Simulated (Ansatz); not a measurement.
# The perfect Ag wire along [110], 8 atoms a period, part 2 of 2

What gap, if any, does the Ag wire along [110], 8 atoms a period have, and how many channels would it open?

Ansatz 0.2.0; DFT PBE, plane waves, PAW; relaxation of a wire's period; PAW set soft_1 (the session's first sound run).

So far: The starting structure; Relaxation of atoms and period.

### 2. Relaxation of atoms and period (continued)

Relaxation path:

```
step  energy less that of the first step (eV)  largest force component (eV/Å)  pressure (GPa)  volume (Å³)
   1                                   0.0000                          0.4368           -1.78       407.09
   2                                  -0.2509                          0.2346            0.41       392.78
   3                                  -0.2818                          0.0365           -0.10       391.76
   4                                  -0.2859                          0.0283           -0.08       391.29
   5                                  -0.2885                          0.0121           -0.07       391.20
  6*                                  -0.2854                          0.0120           -0.06       391.20
```

Relaxation steps marked * repeat the geometry before them on a plane-wave basis chosen anew for their cell, so energy and pressure can jump there.

Forces are held to the 8 operations that the run works with; a distortion that breaks them can't arise in this run.

```
cell as run  before  after  change
      c (Å)   2.934  2.820  -3.9 %
```

The atoms that moved most (Å, along periodic axes as changes of fractional coordinates times the final cell, across vacuum about the mean position):

```
atom      dx      dy     dz  length
 Ag1  -0.076  -0.175  0.000   0.191
 Ag3   0.076  -0.175  0.000   0.191
 Ag7  -0.076   0.175  0.000   0.191
 Ag8   0.076   0.175  0.000   0.191
 Ag6   0.000   0.083  0.000   0.083
 Ag5   0.000  -0.083  0.000   0.083
 Ag2   0.036   0.000  0.000   0.036
 Ag4  -0.036   0.000  0.000   0.036
```

This step gave:

```yaml
energy_at_zero_smearing: -60720.5909 eV
cell_length_along_the_wire: 2.820 Å
```

The cell's length comes to 2.820 Å with spin left out.

### 3. Bands of the perfect wire

This step: DFT PBE, plane waves, PAW; bands of a perfect wire; PAW set soft_1 (Ansatz 0.2.0).

At the relaxed period the bands are computed along the axis; those that cross an energy going forward count the channels that a perfect wire would open there.

input.yaml

```yaml
crystal:
  lattice:
    - [10.95, 0.0, 0.0]
    - [0.0, 12.669, 0.0]
    - [0.0, 0.0, 2.8199445461]
  atoms:
    - { symbol: Ag, position: [0.303586999, 0.717801493, 0.0] }
    - { symbol: Ag, position: [0.313830854, 0.5, 0.0] }
    - { symbol: Ag, position: [0.696413001, 0.717801493, 0.0] }
    - { symbol: Ag, position: [0.686169146, 0.5, 0.0] }
    - { symbol: Ag, position: [0.5, 0.377621829, 0.5] }
    - { symbol: Ag, position: [0.5, 0.622378171, 0.5] }
    - { symbol: Ag, position: [0.303586999, 0.282198507, 0.0] }
    - { symbol: Ag, position: [0.696413001, 0.282198507, 0.0] }
kpoints:
  mp_grid: { grid: [1, 1, 29] }
  band_path: { path: ["Γ", Z], npoints: 90 }
scf:
  occupations: { method: fermi_dirac, width: 0.05 }
hamiltonian:
  xc: pbe
  pseudopotentials: { kind: paw, azcp: { folder: soft_1 } }
output:
  dos: { e_range: [-5, 4] }
  write_potential: true
  write_density: true
  volumetric_format: npy
```

Command:

```
ansatz run input.yaml --threads 4 --pin off --max-ram 16384MiB --backend cpu --events-out ev --progress --plain --runs-dir out
```

Numbers of over 12 decimals in the logs are rounded to 6 here.

The log of the run:

```text
[...]
Crystal: 8 atoms, lattice volume = 391.198 Å³
Basis set: ecut = 420 eV, 7687 PW (Γ)
Bands: 92, of which v1, the nominal top of the filled ones, is band 76 counted from 1 (75 counted from 0)
Symmetry: 8 space group operations
[...]
k-points: 15 of 29
[...]
SCF iter   1: F=—  HF=-60721.932509 eV  |F-HF|=—  |Δ(HF+E_count)|=         —  Δρ=3.09e-2  dr2=5.17e0  ethr=3.10e-3  ⟨swp⟩=6.3  Hψ=5376  notcnv=0  defer=10
[...]
SCF iter   9: F=-60720.589652 eV  HF=-60720.589652 eV  |F-HF|=7.66e-9  |Δ(HF+E_count)|=   4.68e-7  Δρ=2.81e-6  dr2=3.11e-8  ethr=6.58e-11  ⟨swp⟩=11.7  Hψ=5110  notcnv=0
SCF 1 converged in 9 iterations: F = -60720.589652 eV  dr2 = 3.11e-8
[...]
NSCF: frozen V_eff on 91 k-points
WARN: The output density's exchange-correlation potential varies sharply where the density is thin. Do not read a vacuum level from v_tot or v_xc, or from such a field of the output density. On a cell that repeats whose density bears no net charge and no dipole along the vacuum's axis use v_es (v_loc + v_h of the components); under efield.dipole_correction with no amplitude use v_es + v_field, which holds any externa [...]
SCF converged after 9 iterations
Free energy (F): -60720.589652 eV
[...]
Internal energy: -60720.566646 eV  (E = F + TS)
E sigma→0 (E₀):  -60720.578149 eV
Entropy (-TS):   -0.023006 eV (-2.876 meV/atom)
Fermi energy:    3.399683 eV
[...]
--- Band table (eV; the first three rows and the last of 15) ---
  k-point 0: bands = [... 72 lower, 0.4548, 0.5253, 0.5760, 1.1204, 2.1676, 3.0027, 3.5576, 3.8527, ... 12 higher]
  k-point 1: bands = [... 72 lower, 0.4410, 0.5104, 0.5824, 1.1701, 2.1982, 3.0349, 3.5829, 3.8824, ... 12 higher]
  k-point 2: bands = [... 72 lower, 0.4027, 0.4853, 0.6124, 1.2976, 2.2865, 3.1288, 3.6574, 3.9697, ... 12 higher]
  k-point 14: bands = [... 72 lower, 3.5175, 4.2861, 4.3681, 4.7184, 5.5285, 5.9946, 6.3824, 6.5690, ... 12 higher]
```

Run time: 32 s. Hardware: 4 threads of Arm Neoverse V2, shared host; peak memory 1.8 GiB; 2.1 min of CPU time.

This step gave:

```yaml
energy_at_zero_smearing: -60720.5781 eV
band_gap: 0 eV
```

Electronic bands along the path, in eV, zero at the Fermi level:

```
  point  band 73  band 74  band 75  band 76  band 77  band 78  band 79  band 80
      Γ    -2.94    -2.87    -2.82    -2.28    -1.23    -0.40     0.16     0.45
halfway    -2.92    -2.35    -1.98    -0.84     0.04     0.98     1.32     1.77
      Z     0.44     0.56     1.03     1.57     1.88     2.71     3.05     3.10
```

Between Γ and Z the bands cross the Fermi level 6 times, so a perfect wire would conduct at least 6 G₀, with spin left out.

### 4. What came out

| Item | Value |
| --- | --- |
| cell length, PBE | 2.820 Å |
| ballistic conductance by band crossings, a lower bound, PBE | 6 G₀ |

**Reading.** Under PBE the cell's length is 2.82 Å, and the bands cross the Fermi level 6 times between Γ and Z, which gives a perfect wire at least 6 G₀ (opposite crossings within one step of the path cancel in such a count).

[Logs are printed without paths, hosts, clocks, repeated set-up lines and the standing remarks that a program may print on its own settings, such as how far it seeks lower states.]

[Hosts, paths, dates, database ids (printed as entryN), source tags and the programs' standing remarks are cut or masked in the printed files.]
